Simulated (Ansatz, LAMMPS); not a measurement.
# Glassy 76SiO2-9BaO-7SrO-4Li2O-4ZrO2 (mol %) (128 atoms) in motion

Aim: follow glassy 76SiO2-9BaO-7SrO-4Li2O-4ZrO2 (mol %) (128 atoms) for a short time with forces from DFT, then look at structure and electrons in the last frame.

Method: Kohn-Sham DFT, PBE, PAW (set soft_2), plane waves, in Ansatz 0.2.0.

## 1. The structure

The cell holds 128 atoms: 34 Si, 4 Ba, 3 Sr, 4 Li, 2 Zr and 81 O. Cell: a = 12.220 Å, b = 12.220 Å, c = 12.220 Å, α = 90.0°, β = 90.0°, γ = 90.0°. 128 atoms (34 Si, 4 Ba, 3 Sr, 4 Li, 2 Zr, 81 O) placed at random at 2.87 g/cm³, melted at 4000 K for 10 ps at fixed volume with the Morse and Coulomb pair potential with partial charges (Pedone, Malavasi, Menziani, Cormack and Segre, J. Phys. Chem. B 110, 11780 (2006)). Quenched from 4000 K to 300 K at 10 K/ps and fixed volume, held 10 ps at zero pressure, then minimised at fixed cell.

Limits known from the start: The quench rate of 10 K/ps is orders of magnitude faster than experiment, which tends to freeze in extra defects. The network of bonds at the start is that of the classical potential that made the cell, and needn't be the one that DFT or experiment would give. The Brillouin zone is sampled at Γ only, in a cell whose shortest periodic width is 12 Å. No spin–orbit coupling is included, so levels derived from the heavy atoms are approximate.

## 2. Dynamics at 300 K

A Langevin thermostat couples each atom to a heat bath, at the price of damped dynamics. The time step is 1.0 fs.

File input.yaml:

```yaml
crystal:
  lattice:
    - [12.22012, 0.0, 0.0]
    - [0.0, 12.22012, 0.0]
    - [0.0, 0.0, 12.22012]
  atoms:
    - { symbol: Si, position: [0.75957, 0.85166, 0.24814] }
    - { symbol: Si, position: [0.55458, 0.36832, 0.06834] }
    - { symbol: Si, position: [0.0225, 0.2508, 0.55869] }
    - { symbol: Si, position: [0.73406, 0.96574, 0.48593] }
    [... 118 atom lines left out ...]
    - { symbol: O, position: [0.20094, 0.86798, 0.43433] }
    - { symbol: O, position: [0.88428, 0.64282, 0.07847] }
    - { symbol: O, position: [0.51733, 0.62434, 0.77822] }
    - { symbol: O, position: [0.12751, 0.48407, 0.80966] }
    - { symbol: O, position: [0.51067, 0.36294, 0.53989] }
    - { symbol: O, position: [0.06181, 0.83591, 0.27765] }
kpoints:
  mp_grid: { grid: [1, 1, 1] }
hamiltonian:
  xc: pbe
scf:
  occupations: { method: fixed }
output:
  forces: true
md:
  timestep: 1.0
  n_steps: 103
  ensemble: nvt_langevin
  temperature: 300
  initial_velocities: maxwell_boltzmann
  seed: 3190
```

Command:

```bash
$ ansatz run input.yaml --threads 4 --pin off --max-ram 8192MiB --backend cpu --events-out ev --progress --plain --runs-dir out
```

The job ended after 27 min (4 threads of Arm Neoverse V2, shared host; peak memory 2.8 GiB).

The program notes that it switched symmetry off.

Rows from the run:

```
time (fs)  T (K)  potential (meV/atom)
      0.0    298                   0.0
      7.0    375                 -10.4
     14.0    437                 -18.7
     21.0    366                 -12.1
     27.0    274                  -1.3
     34.0    248                   0.4
     41.0    313                 -11.0
     48.0    373                 -18.7
     55.0    371                 -19.7
     62.0    289                  -7.2
     69.0    287                  -6.7
     76.0    362                 -14.7
     82.0    372                 -14.6
     89.0    320                  -9.1
     96.0    284                  -5.7
    103.0    310                 -10.1
```

Mean square displacement from the first frame to the last: Si 0.028 Å², Ba 0.041 Å², Sr 0.024 Å², Li 0.085 Å², Zr 0.028 Å², O 0.052 Å².

Table of mean square displacement by time lag:

```
time lag (fs)  Ba (Å²)  Li (Å²)   O (Å²)  Si (Å²)  Sr (Å²)  Zr (Å²)
          1.0   5.1e-6   1.3e-4   5.2e-5   3.1e-5   6.2e-6   6.5e-6
          3.0   4.6e-5  0.00116   4.6e-4   2.7e-4   5.5e-5   5.8e-5
          5.0   1.3e-4  0.00319  0.00126   7.4e-4   1.5e-4   1.6e-4
          9.0   4.1e-4  0.00995  0.00384  0.00222   4.8e-4   5.1e-4
         11.0   6.1e-4   0.0145  0.00551  0.00315   7.1e-4   7.5e-4
         13.0   8.5e-4   0.0195  0.00734  0.00417   9.7e-4  0.00104
         15.0  0.00113   0.0250  0.00926  0.00522  0.00128  0.00136
         18.0  0.00161   0.0336   0.0122  0.00677  0.00180  0.00192
         22.0  0.00236   0.0449   0.0160  0.00865  0.00262  0.00276
         24.0  0.00279   0.0502   0.0178  0.00946  0.00308  0.00323
         26.0  0.00326   0.0551   0.0195   0.0102  0.00357  0.00371
         28.0  0.00376   0.0596   0.0212   0.0108  0.00410  0.00420
         30.0  0.00430   0.0637   0.0227   0.0113  0.00465  0.00469
         35.0  0.00584   0.0725   0.0261   0.0123  0.00617  0.00591
         37.0  0.00653   0.0755   0.0273   0.0126  0.00682  0.00638
         39.0  0.00727   0.0782   0.0285   0.0129  0.00749  0.00685
         41.0  0.00804   0.0808   0.0295   0.0132  0.00819  0.00732
         43.0  0.00886   0.0833   0.0305   0.0134  0.00892  0.00779
         47.0   0.0106   0.0881   0.0321   0.0140   0.0104  0.00872
         49.0   0.0115   0.0905   0.0329   0.0143   0.0112  0.00918
         52.0   0.0129   0.0941   0.0338   0.0148   0.0124  0.00989
```

Over the second half of 103 fs the temperature averages 324 K with swings of 36 K r.m.s. From first frame to last Li has the largest mean square displacement, 0.085 Å² at the end; the farthest move is 0.42 Å. The run spans 0.10 ps, too short for its means to be equilibrium values.

## 3. Structure statistics late in the run

The g(r) is a mean over the second half.

Density 2.98 g/cm³, 14.26 Å³ an atom.

Mean of 14 frames. g(r), total and by pair (bins of 0.2 Å):

```
r (Å)  total   O-O   O-Si  O-Ba  O-Li  O-Sr  O-Zr
 1.50   0.77  0.00   2.27  0.00  0.00  0.00  0.00
 1.70   3.76  0.00  11.07  0.00  1.07  0.00  0.00
 1.90   0.19  0.00   0.00  0.00  4.12  0.00  1.23
 2.10   0.28  0.00   0.00  0.00  2.43  0.00  9.15
 2.30   0.15  0.02   0.00  0.20  1.57  1.12  1.36
 2.50   0.81  1.68   0.03  0.38  0.19  2.43  0.27
 2.70   1.90  4.30   0.01  2.29  0.15  1.78  0.00
 2.90   0.79  1.18   0.02  2.83  0.43  0.96  0.00
 3.10   0.85  0.62   0.24  1.75  0.77  1.88  0.00
 3.30   0.80  0.77   0.61  1.06  0.87  0.70  0.17
 3.50   0.83  0.63   1.02  0.74  1.02  0.61  0.22
 3.70   0.94  0.58   1.39  1.00  0.96  0.60  0.00
 3.90   1.13  0.77   1.80  0.61  1.73  0.41  0.88
 4.10   1.16  0.58   1.96  0.22  1.73  0.69  0.97
 4.30   1.16  0.71   1.59  1.11  1.63  1.32  2.14
 4.50   0.94  0.98   0.77  1.20  0.86  1.35  1.80
 4.70   1.00  1.18   0.70  1.11  1.10  1.11  2.58
 4.90   1.07  1.47   0.71  1.34  0.74  0.84  0.56
 5.10   1.17  1.56   0.68  1.60  0.53  1.88  0.47
 5.30   1.04  1.29   0.75  1.00  0.59  1.57  0.43
 5.50   0.90  0.95   0.89  0.78  0.93  0.73  0.59
 5.70   0.90  0.81   1.03  0.64  0.79  0.88  0.38
 5.90   0.90  0.74   1.11  0.67  0.94  0.79  0.99
```

## 4. Single point at the last frame

The last frame is solved again with fuller output, to read the electronic structure of a thermally displaced geometry.

File input.yaml:

```yaml
crystal:
  lattice:
    - [12.22012, 0.0, 0.0]
    - [0.0, 12.22012, 0.0]
    - [0.0, 0.0, 12.22012]
  atoms:
    - { symbol: Si, position: [0.7477, 0.84841, 0.24072] }
    - { symbol: Si, position: [0.54313, 0.36526, 0.07823] }
    - { symbol: Si, position: [0.02384, 0.23668, 0.56948] }
    - { symbol: Si, position: [0.74094, 0.96169, 0.48252] }
    [... 118 atom lines left out ...]
    - { symbol: O, position: [0.21317, 0.89957, 0.44003] }
    - { symbol: O, position: [0.89808, 0.63072, 0.07818] }
    - { symbol: O, position: [0.50127, 0.62449, 0.78106] }
    - { symbol: O, position: [0.11692, 0.48449, 0.80149] }
    - { symbol: O, position: [0.51286, 0.36087, 0.53801] }
    - { symbol: O, position: [0.07996, 0.8266, 0.29128] }
kpoints:
  mp_grid: { grid: [1, 1, 1] }
hamiltonian:
  xc: pbe
scf:
  occupations: { method: fixed }
output:
  forces: true
  stress: true
  populations: true
  dos:
    method: { smearing: { sigma: 0.15 } }
    de: 0.1
    projected: { site_lists: { Ba: [Ba], Li: [Li], O: [O], Si: [Si], Sr: [Sr] } }
  eigenvalues: true
  write_density: true
  write_potential: true
  volumetric_format: npy
  elf: true
```

It took 42 s on 4 threads; peak memory 2.9 GiB; 2.7 min of CPU time.

The program notes that the exchange-correlation potential is rough where the density is thin.

Numbers from this run:

| Item | Value |
| --- | --- |
| free energy | -111344.6621 eV |
| free energy per atom | -869.8802 eV/atom |
| SCF cycles | 9 |
| pressure | -1.964 GPa |
| r.m.s. force component | 0.784 eV/Å |
| longest force | 3.213 eV/Å |
| Fermi energy | 4.432 eV |
| gap (highest filled to lowest empty level) | 3.351 eV |
| spilling of the projection | 0.013 |

Length of the force by element:

| element | coordination | atoms | mean length of the force (eV/Å) | spread | least | most |
| --- | --- | --- | --- | --- | --- | --- |
| Ba | all | 4 | 0.764 | 0.300 | 0.334 | 1.18 |
| Li | all | 4 | 0.887 | 0.362 | 0.339 | 1.34 |
| O | all | 81 | 1.12 | 0.470 | 0.298 | 2.31 |
| Si | all | 34 | 1.59 | 0.750 | 0.476 | 3.21 |
| Sr | all | 3 | 0.405 | 0.251 | 0.163 | 0.750 |
| Zr | all | 2 | 1.28 | 0.207 | 1.07 | 1.49 |

Löwdin charges by element (they lack the spilled electrons, 0.074 e an atom on average):

| element | coordination | atoms | mean charge (e) | spread | least | most |
| --- | --- | --- | --- | --- | --- | --- |
| Ba | all | 4 | 1.86 | 0.0129 | 1.85 | 1.88 |
| Li | all | 4 | 0.779 | 0.0116 | 0.760 | 0.792 |
| O | all | 81 | -0.829 | 0.0738 | -1.04 | -0.707 |
| Si | all | 34 | 1.69 | 0.0532 | 1.55 | 1.77 |
| Sr | all | 3 | 1.81 | 0.0117 | 1.79 | 1.82 |
| Zr | all | 2 | 1.53 | 0.0353 | 1.49 | 1.57 |

States in the cell by windows of 1 eV, zero at the Fermi level; the larger projections on atomic orbitals stand beside the total:

```
from (eV)  to (eV)  total   O p  Si p   O s
      -18      -17   28.1   0.5   3.5  21.5
      -17      -16   13.0   0.2   1.3   8.4
      -16      -15   14.3   0.2   0.4   2.5
      -15      -14    3.5   0.1   0.0   0.3
      -14      -13    0.0   0.0   0.0   0.0
      -13      -12    0.1   0.0   0.0   0.0
      -12      -11   13.9   0.5   0.1   0.1
      -11      -10   14.2   3.2   0.2   0.3
      -10       -9   17.5  11.4   1.0   0.8
       -9       -8   19.5  13.3   1.8   1.0
       -8       -7   24.1  17.4   3.5   0.8
       -7       -6   41.5  31.5   7.8   0.6
       -6       -5   33.9  25.8   4.3   1.4
       -5       -4   64.2  53.0   5.4   2.7
       -4       -3   94.8  84.5   4.0   2.0
       -3       -2   99.2  92.5   2.2   1.2
       -2       -1   62.7  59.4   1.1   0.4
       -1        0   23.2  21.9   0.6   0.1
        0        1    1.2   1.1   0.0   0.0
        1        3    0.0   0.0   0.0   0.0
        3        4   12.3   1.4   0.4   0.6
        4        5   14.1   1.4   1.7   1.4
```

With fixed occupations the program's Fermi level is the highest filled level; weight inside the gap is the broadening of levels at its edges.

Between -26 and -18 eV lie 127 more states.

The stored curve holds about 695 of the 728 electrons; the rest, give or take the few that broadening carries across the Fermi level, lie in deeper levels below its range.

Not all projections were asked for or kept, so they needn't add up to the total.

The levels nearest the highest filled one (over half full), pooled over k-points and spins:

```csv
level less the highest filled one (eV),occupation
-0.725,2
-0.666,2
-0.657,2
-0.616,2
-0.304,2
0,2
3.35,0
3.45,0
3.50,0
3.68,0
3.81,0
3.86,0
```

Mean Löwdin charges: Ba +1.86, Li +0.78, O -0.83, Si +1.69, Sr +1.81, Zr +1.53 e (they miss 1.3 % of the electrons, so they add up to more than the cell's charge).

## 5. Results

| Property | Result |
| --- | --- |
| mean temperature, second half | 324.2 K |
| temperature swing, second half | 36.3 K |
| free energy per atom | -869.8802 eV/atom |
| pressure | -1.964 GPa |
| r.m.s. force component | 0.784 eV/Å |
| gap (highest filled to lowest empty level) | 3.351 eV |
| wall time of the 2 DFT runs | 28 min |

Over the second half of 103 fs the temperature averages 324 K with swings of 36 K r.m.s. The run spans 0.10 ps, too short for its means to be equilibrium values. Between filled and empty levels lie 3.35 eV (at Γ alone); a semilocal functional tends to put such gaps too low. In a disordered cell it changes from sample to sample, and tail or defect levels can set it.

**Limits.** The pressure of -2.0 GPa is that of one thermal frame at a volume set beforehand, without the kinetic term.

[Logs are printed without paths, hosts, clocks, repeated set-up lines and the standing remarks that a program may print on its own settings, such as how far it seeks lower states.]

[Hosts, paths, dates, database ids (printed as entryN), source tags and the programs' standing remarks are cut or masked in the printed files.]
